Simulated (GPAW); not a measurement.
## Cl/Rh(110): work function by functional and basis

How far do functional and basis move the work function of Cl/Rh(110)?

Method: GPAW, PAW setups; slab in vacuum, relaxation, in the first sound run; inputs show where later runs differ, in GPAW 26.7.0.

## 1. Starting point

The cell holds 6 atoms: 5 Rh and 1 Cl. Its edges and angles: a = 3.800 Å, b = 2.687 Å, c = 23.555 Å, α = 90.0°, β = 90.0°, γ = 90.0°. Vacuum lies along c.

## 2. Relaxation

Forces are removed first; all later runs use this geometry. The lowest 3 atoms are held at bulk positions and keep their forces.

run.py

```python
import json
import numpy as np
from ase import Atoms
from ase.constraints import FixAtoms
from ase.optimize import BFGS
from gpaw import GPAW, PW

slab = Atoms(
    ['Rh', 'Rh', 'Rh', 'Rh', 'Rh', 'Cl'],
    positions=[
        [0.00000, 0.00000, 8.00000],
        [1.90000, 1.34350, 9.34350],
        [0.00000, 0.00000, 10.68701],
        [1.90000, 1.34350, 12.03051],
        [0.00000, 0.00000, 13.37401],
        [0.00000, 1.34350, 15.55549]],
    cell=[[3.8, 0.0, 0.0], [0.0, 2.68701, 0.0], [0.0, 0.0, 23.55549]],
    pbc=[True, True, False])

slab.calc = GPAW(mode=PW(400), xc='PBE', kpts={'size': (8, 12, 1), 'gamma': True},
                 occupations={'name': 'fermi-dirac', 'width': 0.1}, nbands='160%',
                 convergence={'density': 1e-05}, maxiter=200,
                 poissonsolver={'dipolelayer': 'xy'},
                 symmetry={'tolerance': 1e-3, 'extra_ids': [1, 1, 1, 0, 0, 0]}, txt='slab.txt')
result = {}
slab.set_constraint(FixAtoms([0, 1, 2]))
path = []
opt = BFGS(slab, maxstep=0.2)
opt.attach(lambda: path.append((slab.get_potential_energy(), slab.positions.tolist(), slab.get_forces().tolist())))
result['relaxed'] = bool(opt.run(fmax=0.03, steps=40))
result['path'] = path
energy = slab.get_potential_energy()
fermi = slab.calc.get_fermi_level()
v = slab.calc.get_electrostatic_potential().mean((0, 1)) - fermi
n = slab.calc.get_pseudo_density().mean((0, 1))
L = slab.cell[2, 2]
z = np.arange(len(v)) * L / len(v)
low, high = slab.positions[:, 2].min(), slab.positions[:, 2].max()
below, above = np.interp([low - 5.8, high + 5.8], z, v)
slopes = [np.interp(x, z, np.gradient(v, z)) for x in (low - 5.8, high + 5.8)]
eps = np.array([[slab.calc.get_eigenvalues(k, s) for k in range(len(slab.calc.get_ibz_k_points()))]
                for s in range(slab.calc.get_number_of_spins())]) - fermi
top, bottom = eps[eps < 0].max(), eps[eps > 0].min()
dipole = slab.get_dipole_moment()[2]
print(f'energy {energy:.4f} eV, Fermi level {fermi:.4f} eV, dipole {dipole:.5f} e A')
print(f'potential 5.8 A off the faces, from the Fermi level: lower {below:.4f} eV, upper {above:.4f} eV')
print(f'slope of the potential there: lower {slopes[0]:.5f}, upper {slopes[1]:.5f} eV/A')
print(f'nearest levels on the mesh: {top:.4f} and {bottom:.4f} eV')
print('magnetic moment', round(slab.get_magnetic_moment(), 3))
result.update(energy=energy, fermi=fermi, dipole=dipole, below=below, above=above, slopes=slopes, edges=[top, bottom],
              z=z.tolist(), v=v.tolist(), n=n.tolist(), positions=slab.positions.tolist(),
              forces=slab.get_forces(apply_constraint=False).tolist(), moments=slab.get_magnetic_moments().tolist())
json.dump(result, open('result.json', 'w'))
```

Command:

```
> OMP_NUM_THREADS=1 OPENBLAS_NUM_THREADS=1 python run.py
```

The program printed:

```text
Step          Energy          fmax
BFGS:    0      -36.202257        0.972579
BFGS:    1      -36.226532        0.912282
BFGS:    2      -36.280652        1.014670
BFGS:    3      -36.311525        0.303899
BFGS:    4      -36.315069        0.200252
BFGS:    5      -36.316908        0.247908
BFGS:    6      -36.319372        0.227326
BFGS:    7      -36.321729        0.144121
BFGS:    8      -36.322676        0.161798
BFGS:    9      -36.323400        0.144009
BFGS:   10      -36.324385        0.096537
BFGS:   11      -36.325360        0.089287
BFGS:   12      -36.325796        0.040307
BFGS:   13      -36.325880        0.004737
energy -36.1625 eV, Fermi level 0.5108 eV, dipole -0.04140 e A
potential 5.8 A off the faces, from the Fermi level: lower 4.7583 eV, upper 5.4872 eV
slope of the potential there: lower -0.00005, upper -0.00005 eV/A
nearest levels on the mesh: -0.0122 and 0.0007 eV
magnetic moment 0.0
```

The job ended after 81 min (1 thread of Arm Neoverse V1, shared host; peak memory 0.38 GiB).

This run has no spin polarisation, although Rh can carry a moment.

The steps of the relaxation:

```csv
step,energy less that of the first step (eV),largest force (eV/Å)
1,0.0000,0.9726
2,-0.0243,0.9123
3,-0.0777,1.0147
4,-0.1091,0.3039
5,-0.1127,0.2003
6,-0.1149,0.2479
7,-0.1182,0.2273
8,-0.1218,0.1441
9,-0.1233,0.1618
10,-0.1243,0.1440
11,-0.1254,0.0965
12,-0.1266,0.0893
13,-0.1270,0.0403
14,-0.1271,0.0047
```

The atoms that moved most (Å):

| atom | dx | dy | dz | length |
| --- | --- | --- | --- | --- |
| Cl6 | 0.000 | 0.000 | -0.181 | 0.181 |
| Rh4 | 0.000 | 0.000 | 0.044 | 0.044 |
| Rh5 | 0.000 | 0.000 | 0.020 | 0.020 |

Final coordinates:

```xyz
6
Lattice="3.8000 0.0000 0.0000 0.0000 2.6870 0.0000 0.0000 0.0000 23.5555" Properties=species:S:1:pos:R:3
Rh    0.0000    0.0000    8.0000
Rh    1.9000    1.3435    9.3435
Rh    0.0000    0.0000   10.6870
Rh    1.9000    1.3435   12.0743
Rh    0.0000    0.0000   13.3937
Cl    0.0000    1.3435   15.3743
```

Numbers from this step:

- dipole along the normal: -0.04140 e·Å
- levels nearest the Fermi level on the mesh: -0.01219, 7.45e-4 eV from the Fermi level
- upper work function: 5.487 eV
- lower work function: 4.758 eV

The electrostatic potential energy of an electron (without an applied field's), less the Fermi level, planar mean oscillates, so the rows of the table below give means over windows of 1.37 Å about each position, cut where the curve ends. Its maxima inside the range that stand out by 2 % of the span (Å: eV): 8.6: -7.83, 10.0: -8.26, 11.4: -7.45, 12.7: -8.52, 14.5: 1.02. Its minima: 8.0: -14.5, 9.4: -15.5, 10.7: -15.4, 12.1: -15.5, 13.4: -14.9, 15.4: -14.7.

Electrostatic potential energy of an electron (without an applied field's), less the Fermi level, planar mean against z; means over each step:

```csv
z (Å),"electrostatic potential energy of an electron (without an applied field's), less the Fermi level, planar mean (eV)"
0.69,4.81
2.06,4.76
3.43,4.76
4.79,4.74
6.17,4.25
7.54,-6.26
8.91,-11.5
10.28,-11.8
11.65,-11.4
13.02,-11.6
14.39,-2.58
15.76,-5.15
17.12,5.25
18.50,5.48
19.86,5.49
21.23,5.49
22.61,5.48
```

The pseudo valence density, planar mean oscillates, so the rows of the table below give means over windows of 1 Å about each position, cut where the curve ends. Its maxima inside the range that stand out by 2 % of the span (Å: e/Å³): 8.0: 1.64, 9.3: 1.62, 10.7: 1.67, 12.0: 1.62, 13.5: 1.61, 15.1: 0.460. Its minima: 8.6: 0.625, 10.1: 0.634, 11.4: 0.579, 12.8: 0.662, 14.3: 0.230.

Table of pseudo valence density, planar mean by z; means over each step:

```csv
z (Å),"pseudo valence density, planar mean (e/Å³)"
4,6.8e-5
5,7.9e-4
6,0.0100
7,0.178
8,1.16
9,1.09
10,0.942
11,1.10
12,1.21
13,1.06
14,0.595
15,0.388
16,0.273
17,0.0185
18,5.8e-4
19,2.1e-5
```

The relaxation lowered the energy of the cell by 0.127 eV (energies extrapolated to zero smearing; the optimiser's log prints free energies). The largest force left on a free atom is 0.0047 eV/Å.

## 3. The slab's potential

The work function is the vacuum plateau of the electrostatic potential less the Fermi level; a dipole layer lets the two faces have plateaus of their own.

This step: GPAW, PAW setups; slab in vacuum (GPAW 26.7.0).

run.py: that of step 2 with these lines changed.

```diff
@@ -3,4 +3,2 @@
 from ase import Atoms
-from ase.constraints import FixAtoms
-from ase.optimize import BFGS
 from gpaw import GPAW, PW
@@ -13,5 +11,5 @@
         [0.00000, 0.00000, 10.68701],
-        [1.90000, 1.34350, 12.03051],
-        [0.00000, 0.00000, 13.37401],
-        [0.00000, 1.34350, 15.55549]],
+        [1.90000, 1.34350, 12.07427],
+        [-0.00000, 0.00000, 13.39365],
+        [-0.00000, 1.34350, 15.37427]],
     cell=[[3.8, 0.0, 0.0], [0.0, 2.68701, 0.0], [0.0, 0.0, 23.55549]],
@@ -23,10 +21,4 @@
                  poissonsolver={'dipolelayer': 'xy'},
-                 symmetry={'tolerance': 1e-3, 'extra_ids': [1, 1, 1, 0, 0, 0]}, txt='slab.txt')
+                 symmetry={'tolerance': 1e-3}, txt='slab.txt')
 result = {}
-slab.set_constraint(FixAtoms([0, 1, 2]))
-path = []
-opt = BFGS(slab, maxstep=0.2)
-opt.attach(lambda: path.append((slab.get_potential_energy(), slab.positions.tolist(), slab.get_forces().tolist())))
-result['relaxed'] = bool(opt.run(fmax=0.03, steps=40))
-result['path'] = path
 energy = slab.get_potential_energy()
```

The program printed:

```text
energy -36.1625 eV, Fermi level 0.5108 eV, dipole -0.04114 e A
potential 5.8 A off the faces, from the Fermi level: lower 4.7584 eV, upper 5.4874 eV
slope of the potential there: lower -0.00009, upper -0.00000 eV/A
nearest levels on the mesh: -0.0122 and 0.0007 eV
magnetic moment 0.0
```

The job ended after 7.1 min (1 thread; peak memory 0.38 GiB).

Numbers from this step:

* dipole along the normal: -0.04114 e·Å

The electrostatic potential energy of an electron (without an applied field's), less the Fermi level, planar mean oscillates, so the rows of the table below give means over windows of 1.37 Å about each position, cut where the curve ends. Its maxima inside the range that stand out by 2 % of the span (Å: eV): 8.6: -7.83, 10.0: -8.26, 11.4: -7.45, 12.7: -8.52, 14.5: 1.02. Its minima: 8.0: -14.5, 9.4: -15.5, 10.7: -15.4, 12.1: -15.5, 13.4: -14.9, 15.4: -14.7.

The electrostatic potential energy of an electron (without an applied field's), less the Fermi level, planar mean by z; means over each step:

z (Å), electrostatic potential energy of an electron (without an applied field's), less the Fermi level, planar mean (eV) and a bar from the least value:
```
     0.69        4.8 #############################
     2.06        4.8 #############################
     3.43        4.8 #############################
     4.79        4.7 #############################
     6.17        4.2 ############################
     7.54       -6.3 ##########
     8.91      -11.5 
    10.28      -11.8 
    11.65      -11.4 #
    13.02      -11.6 
    14.39       -2.6 ################
    15.76       -5.2 ############
    17.12        5.2 ##############################
    18.50        5.5 ##############################
    19.86        5.5 ##############################
    21.23        5.5 ##############################
    22.61        5.5 ##############################
```

The pseudo valence density, planar mean oscillates, so the rows of the table below give means over windows of 1 Å about each position, cut where the curve ends. Its maxima inside the range that stand out by 2 % of the span (Å: e/Å³): 8.0: 1.64, 9.3: 1.62, 10.7: 1.67, 12.0: 1.62, 13.5: 1.61, 15.1: 0.460. Its minima: 8.6: 0.625, 10.1: 0.634, 11.4: 0.579, 12.8: 0.662, 14.3: 0.230.

The pseudo valence density, planar mean by z; means over each step:

z (Å), pseudo valence density, planar mean (e/Å³) and a bar:
```
        4       0.00 
        5       0.00 
        6       0.01 
        7       0.18 ####
        8       1.16 #############################
        9       1.09 ###########################
       10       0.94 #######################
       11       1.10 ###########################
       12       1.21 ##############################
       13       1.06 ##########################
       14       0.60 ###############
       15       0.39 ##########
       16       0.27 #######
       17       0.02 
       18       0.00 
       19       0.00
```

Force by atom:

```csv
atom,x (eV/Å),y (eV/Å),z (eV/Å),size
Rh1,0.000,0.000,0.642,0.642
Rh2,0.000,0.000,-0.834,0.834
Rh3,0.000,0.000,0.187,0.187
Rh4,0.000,0.000,0.004,0.004
Rh5,0.000,0.000,0.004,0.004
Cl6,0.000,0.000,-0.003,0.003
```

The potential is flat to 8.8e-5 eV/Å where it is read, so the vacuum is wide enough.

## 4. OptPBE vdW: xc = "optPBE-vdW"

The same geometry under optPBE-vdW, to see how far the functional moves the levels against the vacuum (the van der Waals functionals take revPBE setups).

run.py: that of step 3 with these lines changed.

```diff
@@ -17,3 +17,3 @@
 
-slab.calc = GPAW(mode=PW(400), xc='PBE', kpts={'size': (8, 12, 1), 'gamma': True},
+slab.calc = GPAW(mode=PW(400), xc='optPBE-vdW', kpts={'size': (8, 12, 1), 'gamma': True},
                  occupations={'name': 'fermi-dirac', 'width': 0.1}, nbands='160%',
```

The program printed:

```text
energy -112.9289 eV, Fermi level 0.3556 eV, dipole -0.04365 e A
potential 5.8 A off the faces, from the Fermi level: lower 4.9653 eV, upper 5.7389 eV
slope of the potential there: lower -0.00012, upper 0.00000 eV/A
nearest levels on the mesh: -0.0030 and 0.0084 eV
magnetic moment 0.0
```

The job ended after 7.1 min (1 thread; peak memory 0.52 GiB).

This step gave:

* dipole along the normal: -0.04365 e·Å
* levels nearest the Fermi level on the mesh: -0.002998, 0.008398 eV from the Fermi level
* upper work function: 5.739 eV
* lower work function: 4.965 eV

The electrostatic potential energy of an electron (without an applied field's), less the Fermi level, planar mean oscillates, so the rows of the table below give means over windows of 1.37 Å about each position, cut where the curve ends. Its maxima inside the range that stand out by 2 % of the span (Å: eV): 8.6: -7.81, 10.0: -8.23, 11.4: -7.43, 12.7: -8.49, 14.5: 1.05. Its minima: 8.0: -14.4, 9.4: -15.4, 10.7: -15.3, 12.1: -15.4, 13.4: -14.8, 15.4: -14.6.

The electrostatic potential energy of an electron (without an applied field's), less the Fermi level, planar mean by z; means over each step:

z (Å), electrostatic potential energy of an electron (without an applied field's), less the Fermi level, planar mean (eV) and a bar from the least value:
```
     0.69        5.0 #############################
     2.06        5.0 #############################
     3.43        5.0 #############################
     4.79        4.9 #############################
     6.17        4.4 ############################
     7.54       -6.2 ##########
     8.91      -11.5 
    10.28      -11.8 
    11.65      -11.3 #
    13.02      -11.6 
    14.39       -2.5 ################
    15.76       -5.0 ############
    17.12        5.5 ##############################
    18.50        5.7 ##############################
    19.86        5.7 ##############################
    21.23        5.7 ##############################
    22.61        5.7 ##############################
```

The pseudo valence density, planar mean oscillates, so the rows of the table below give means over windows of 1 Å about each position, cut where the curve ends. Its maxima inside the range that stand out by 2 % of the span (Å: e/Å³): 8.0: 1.64, 9.3: 1.62, 10.7: 1.67, 12.0: 1.62, 13.5: 1.61, 15.1: 0.461. Its minima: 8.6: 0.623, 10.1: 0.633, 11.4: 0.578, 12.8: 0.660, 14.3: 0.227.

Pseudo valence density, planar mean against z; means over each step:

z (Å), pseudo valence density, planar mean (e/Å³) and a bar:
```
        4       0.00 
        5       0.00 
        6       0.01 
        7       0.18 ####
        8       1.16 #############################
        9       1.09 ###########################
       10       0.94 #######################
       11       1.10 ###########################
       12       1.21 ##############################
       13       1.06 ##########################
       14       0.59 ###############
       15       0.39 ##########
       16       0.27 #######
       17       0.02 
       18       0.00 
       19       0.00
```

Force by atom:

```
atom  x (eV/Å)  y (eV/Å)  z (eV/Å)   size
 Rh1     0.000     0.000     0.062  0.062
 Rh2     0.000     0.000    -0.961  0.961
 Rh3     0.000     0.000     0.210  0.210
 Rh4     0.000     0.000     0.164  0.164
 Rh5     0.000     0.000     0.137  0.137
 Cl6     0.000     0.000     0.388  0.388
```

The upper face's work function is 5.739 eV, against 5.487 eV in the first plane-wave PBE run at this geometry.

## 5. Self-consistent run: xc = "vdW-DF2"

The same geometry under vdW-DF2, to see how far the functional moves the levels against the vacuum (the van der Waals functionals take revPBE setups).

run.py: that of step 4 with these lines changed.

```diff
@@ -17,3 +17,3 @@
 
-slab.calc = GPAW(mode=PW(400), xc='optPBE-vdW', kpts={'size': (8, 12, 1), 'gamma': True},
+slab.calc = GPAW(mode=PW(400), xc='vdW-DF2', kpts={'size': (8, 12, 1), 'gamma': True},
                  occupations={'name': 'fermi-dirac', 'width': 0.1}, nbands='160%',
```

The program printed:

```text
energy -505.7667 eV, Fermi level 0.2776 eV, dipole -0.04300 e A
potential 5.8 A off the faces, from the Fermi level: lower 5.1849 eV, upper 5.9472 eV
slope of the potential there: lower -0.00030, upper 0.00002 eV/A
nearest levels on the mesh: -0.0065 and 0.0012 eV
magnetic moment 0.0
```

Elapsed: 7.4 min, on 1 thread; peak memory 0.52 GiB.

Numbers from this step:

```
dipole along the normal                    : -0.04300 e·Å
levels nearest the Fermi level on the mesh : -0.006543, 0.001199 eV from the Fermi level
upper work function                        : 5.947 eV
lower work function                        : 5.185 eV
```

The electrostatic potential energy of an electron (without an applied field's), less the Fermi level, planar mean oscillates, so the rows of the table below give means over windows of 1.37 Å about each position, cut where the curve ends. Its maxima inside the range that stand out by 2 % of the span (Å: eV): 8.6: -8.00, 10.0: -8.45, 11.4: -7.65, 12.7: -8.68, 14.5: 0.962. Its minima: 8.0: -14.5, 9.4: -15.7, 10.7: -15.5, 12.1: -15.6, 13.4: -14.9, 15.4: -14.5.

Table of electrostatic potential energy of an electron (without an applied field's), less the Fermi level, planar mean by z; means over each step:

```
z (Å)  electrostatic potential energy of an electron (without an applied field's), less the Fermi level, planar mean (eV)
 0.69                                                                                                                5.24
 2.06                                                                                                                5.19
 3.43                                                                                                                5.18
 4.79                                                                                                                5.16
 6.17                                                                                                                4.57
 7.54                                                                                                               -6.25
 8.91                                                                                                               -11.7
10.28                                                                                                               -12.0
11.65                                                                                                               -11.5
13.02                                                                                                               -11.7
14.39                                                                                                               -2.62
15.76                                                                                                               -4.86
17.12                                                                                                                5.68
18.50                                                                                                                5.94
19.86                                                                                                                5.95
21.23                                                                                                                5.95
22.61                                                                                                                5.94
```

The upper face's work function is 5.947 eV, against 5.487 eV in the first plane-wave PBE run at this geometry.

## 6. Self-consistent run: xc = "LDA"

The same geometry under LDA, to see how far the functional moves the levels against the vacuum.

run.py: that of step 5 with these lines changed.

```diff
@@ -17,3 +17,3 @@
 
-slab.calc = GPAW(mode=PW(400), xc='vdW-DF2', kpts={'size': (8, 12, 1), 'gamma': True},
+slab.calc = GPAW(mode=PW(400), xc='LDA', kpts={'size': (8, 12, 1), 'gamma': True},
                  occupations={'name': 'fermi-dirac', 'width': 0.1}, nbands='160%',
```

The program printed:

```text
energy -43.1560 eV, Fermi level 0.2151 eV, dipole -0.03302 e A
potential 5.8 A off the faces, from the Fermi level: lower 5.1318 eV, upper 5.7171 eV
slope of the potential there: lower -0.00008, upper -0.00000 eV/A
nearest levels on the mesh: -0.0220 and 0.0013 eV
magnetic moment 0.0
```

It took 7.2 min on 1 thread; peak memory 0.38 GiB.

This step gave:

```
dipole along the normal                    : -0.03302 e·Å
levels nearest the Fermi level on the mesh : -0.02204, 0.001324 eV from the Fermi level
upper work function                        : 5.717 eV
lower work function                        : 5.132 eV
```

The upper face's work function is 5.717 eV, against 5.487 eV in the first plane-wave PBE run at this geometry.

(Continued in part 2 of 2.)

[Logs are printed without paths, hosts, clocks, repeated set-up lines and the standing remarks that a program may print on its own settings, such as how far it seeks lower states.]

[Hosts, paths, dates, database ids (printed as entryN), source tags and the programs' standing remarks are cut or masked in the printed files.]
